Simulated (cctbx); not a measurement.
# A disordered crystal of nominal Lu2Ga8Pd

Cell a = 4.2580 Å, b = 4.2580 Å, c = 11.1670 Å, α = 90.00°, β = 90.00°, γ = 90.00°; space group P4/mmm (no. 123); nominal formula Lu2Ga8Pd.

The data are simulated with cctbx, not measured: synchrotron X-rays, λ = 0.4959 Å, to d = 0.7 Å, 70 % of the full sphere, strongest reflection 5000 counts, noise from counting, a 6 % proportional error and a noise floor of 2 counts (s.d.); no absorption, and some extinction, which the refinements don't model.

With every site full:

```text
Rint 0.068, 231 unique reflections to 0.70 A
cycle     R1     wR2    GooF  max shift (A)
   1  0.1075  0.2657   4.980   0.00276
   2  0.0686  0.1682   3.151   0.00001
final R1 0.0686 wR2 0.1682 GooF 3.151  parameters 15  data/parameter 15.4
atom        x        y        z      Ueq    occ   su(xyz)  su(Uiso or U11)
Lu1    0.00000  0.00000  0.29821   0.0167  1.000  0.00017  0.0007
Pd1    0.00000  0.00000  0.00000   0.0181  1.000  0.00000  0.0014
Ga2    0.50000  0.50000  0.30265   0.0172  1.000  0.00044  0.0013
Ga3    0.00000  0.50000  0.50000   0.0158  1.000  0.00000  0.0022
Ga4    0.00000  0.50000  0.11645   0.0089  1.000  0.00025  0.0013
difference map: max 7.52 min -1.99 rms 1.04
Q1    0.0000  0.5000  0.1179    4    7.63  0.02 A from Ga4
Q2    0.5000  0.5000  0.2818    2    5.12  0.23 A from Ga2
Q3    0.0000  0.0000  0.0000    1    4.83  0.00 A from Pd1
Q4    0.0000  0.5000  0.5000    2    4.51  0.00 A from Ga3
Q5    0.0000  0.0000  0.2920    2    3.40  0.07 A from Lu1
Q6    0.2197  0.2197  0.0000    4    1.73  1.32 A from Pd1
```

With the occupancies of the suspect sites free, each still typed as its main element:

```text
Rint 0.068, 231 unique reflections to 0.70 A
cycle     R1     wR2    GooF  max shift (A)
   1  0.1171  0.2456   4.624   0.00149
   5  0.0205  0.0469   0.884   0.00001
final R1 0.0205 wR2 0.0469 GooF 0.883  parameters 17  data/parameter 13.6
atom        x        y        z      Ueq    occ   su(xyz)  su(Uiso or U11)
Lu1    0.00000  0.00000  0.29815   0.0160  0.892  0.00005  0.0002
Pd1    0.00000  0.00000  0.00000   0.0226  1.000  0.00000  0.0004
Ga2    0.50000  0.50000  0.30249   0.0210  1.000  0.00012  0.0004
Ga3    0.00000  0.50000  0.50000   0.0199  1.000  0.00000  0.0006
Ga4    0.00000  0.50000  0.11638   0.0187  1.140  0.00007  0.0004
su of occupancy Lu1: 0.004
su of occupancy Ga4: 0.006
difference map: max 1.06 min -1.44 rms 0.27
Q1    0.5000  0.5000  0.0554    2    1.27  2.24 A from Ga4
Q2    0.1444  0.1444  0.5000    4    1.05  1.63 A from Ga3
Q3    0.3661  0.3661  0.0000    4    1.01  2.11 A from Ga4
Q4    0.2058  0.2058  0.0000    4    0.95  1.24 A from Pd1
Q5    0.1891  0.1891  0.2276    8    0.93  1.38 A from Lu1
Q6    0.0000  0.0000  0.1983    2    0.89  1.11 A from Lu1
```

**Question.** What is the disorder?

X-rays count electrons. Lu1 refines to 0.892(0.004), or 63.3 electrons; the site truly holds 0.8 Lu and 0.2 Ga, 63.0 electrons, which is 0.887 of Lu; Ga4 refines to 1.140(0.006), or 35.3 electrons; the site truly holds 0.9 Ga and 0.1 Lu, 35.0 electrons, which is 1.129 of Ga. A value under 1 can't tell vacancies from a lighter guest, and one over 1 needs a heavier guest; chemistry or a second radiation must settle which. Occupancy correlates with U and the scale, and the two elements' form factors differ in shape, so the match is approximate.

Freeing them takes R1 from 0.0686 to 0.0205 and GooF from 3.15 to 0.88.

The model is made up (kin elements in a known structure type, no relaxation), so it says nothing on whether the phase exists.

[Middle refinement cycles are left out of these outputs.]

[Logs are printed without paths, hosts, clocks, repeated set-up lines and the standing remarks that a program may print on its own settings, such as how far it seeks lower states.]
